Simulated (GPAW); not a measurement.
Consider CSO (R3m).

```
S O C
1.0
     3.29399    1.90179    2.02352
    -3.29399    1.90179    2.02352
     0.00000   -3.80357    2.02352
S O C
1 1 1
Direct
  0.54100 0.54100 0.54100
  0.99149 0.99149 0.99149
  0.79770 0.79770 0.79770
```

Absorber: atom 2, with 1 C at 1.18 Å (terminal, site symmetry 3m). Method: GPAW, LDA, full core hole (charged cell), 6-atom cell with 5.6 Å between holes, 5×5×5 k points, dipole transitions, Gaussian full width 0.9 eV up to 4 eV, rising linearly to 3.5 eV at 25 eV.

**Question.** Where do the maxima of the O K edge fall?

Main maxima up to 24 eV above the zero (height): 0.0 eV (6.35), 2.8 eV (1.71), 7.3 eV (0.88) and 13.2 eV (1.41). A K edge sees empty p states on the absorber. The total-energy difference plus the lowest empty eigenvalue puts the zero at 536.93 eV. One term is added: -8.83 eV, since the hole is spin-paired here and a spin-polarised one costs that much less in the free atom (computed apart). The photon energy is then 528.10 eV. The functional and the charged cell's background leave an error in such absolute values: in the free atom LDA prices this hole 4.1 eV below PBE (computed apart), and PBE is itself good to a few eV.

The O K spectrum (energy from the lowest empty level; intensity scaled to a mean of 1 over the first 20 eV; polarised curves are means over the symmetry-equivalent atoms):

| E (eV) | isotropic | ε ⊥ c | ε ∥ c |
| --- | --- | --- | --- |
| -2.0 | 0.00 | 0.00 | 0.00 |
| -1.4 | 0.01 | 0.01 | 0.00 |
| -0.8 | 0.57 | 0.86 | 0.00 |
| -0.2 | 5.24 | 7.86 | 0.00 |
| 0.4 | 4.12 | 6.18 | 0.00 |
| 1.0 | 0.28 | 0.42 | 0.00 |
| 1.6 | 0.08 | 0.01 | 0.23 |
| 2.2 | 0.82 | 0.03 | 2.39 |
| 2.8 | 1.71 | 0.09 | 4.94 |
| 3.4 | 0.78 | 0.07 | 2.20 |
| 4.0 | 0.25 | 0.04 | 0.68 |
| 4.6 | 0.29 | 0.08 | 0.71 |
| 5.2 | 0.46 | 0.19 | 1.00 |
| 5.8 | 0.56 | 0.39 | 0.90 |
| 6.4 | 0.69 | 0.61 | 0.86 |
| 7.0 | 0.86 | 0.69 | 1.20 |
| 7.6 | 0.86 | 0.46 | 1.67 |
| 8.2 | 0.76 | 0.30 | 1.68 |
| 8.8 | 0.79 | 0.41 | 1.55 |
| 9.4 | 0.99 | 0.60 | 1.77 |
| 10.0 | 1.04 | 0.70 | 1.71 |
| 10.6 | 0.98 | 0.70 | 1.53 |
| 11.2 | 1.02 | 0.72 | 1.63 |
| 11.8 | 1.14 | 0.81 | 1.80 |
| 12.4 | 1.29 | 0.96 | 1.96 |
| 13.0 | 1.40 | 1.05 | 2.11 |
| 13.6 | 1.37 | 1.00 | 2.10 |
| 14.2 | 1.23 | 0.88 | 1.93 |
| 14.8 | 1.09 | 0.77 | 1.74 |
| 15.4 | 1.03 | 0.72 | 1.66 |
| 16.0 | 1.04 | 0.73 | 1.67 |
| 16.6 | 1.06 | 0.75 | 1.66 |
| 17.2 | 1.03 | 0.75 | 1.59 |
| 17.8 | 0.95 | 0.69 | 1.48 |
| 18.4 | 0.87 | 0.62 | 1.37 |
| 19.0 | 0.82 | 0.58 | 1.28 |
| 19.6 | 0.80 | 0.59 | 1.21 |
| 20.2 | 0.81 | 0.63 | 1.16 |
| 20.8 | 0.83 | 0.68 | 1.13 |
| 21.4 | 0.86 | 0.73 | 1.13 |
| 22.0 | 0.89 | 0.76 | 1.15 |
| 22.6 | 0.91 | 0.78 | 1.16 |
| 23.2 | 0.91 | 0.79 | 1.14 |
| 23.8 | 0.89 | 0.79 | 1.08 |
| 24.4 | 0.87 | 0.80 | 1.01 |
| 25.0 | 0.85 | 0.81 | 0.94 |
| 25.6 | 0.85 | 0.82 | 0.91 |
| 26.2 | 0.86 | 0.83 | 0.91 |
| 26.8 | 0.88 | 0.85 | 0.95 |
| 27.4 | 0.91 | 0.87 | 1.01 |
| 28.0 | 0.96 | 0.89 | 1.08 |
| 28.6 | 0.99 | 0.91 | 1.15 |
| 29.2 | 1.01 | 0.92 | 1.19 |
| 29.8 | 1.00 | 0.91 | 1.18 |
| 30.4 | 0.95 | 0.87 | 1.11 |
| 31.0 | 0.88 | 0.82 | 1.00 |
| 31.6 | 0.80 | 0.76 | 0.88 |

The holes are only 5.6 Å apart, so the shape is probably not converged with cell size; no larger cell was run here. The mesh is coarse (0.24 Å⁻¹ between points), so small maxima may be mesh ripples. Lifetime broadening is put in by hand, and intensities beyond about 20 eV depend on it and on the partial waves. The structure is a computed Materials Project entry and may be a hypothetical form.

[Banner, clock and machine lines of the logs are left out without a mark of their own.]

[Logs are printed without paths, hosts, clocks, repeated set-up lines and the standing remarks that a program may print on its own settings, such as how far it seeks lower states.]

[Hosts, paths, dates, database ids (printed as entryN), source tags and the programs' standing remarks are cut or masked in the printed files.]

[Lists of maxima count a maximum above −3 eV only where it reaches 4 % of the highest in the window and stands out from its surroundings by 2 % of it (1.5 % where it reaches 55 %); shoulders and weaker maxima are passed over, and of the rest the first, up to two pre-edge ones and the few strongest are named.]
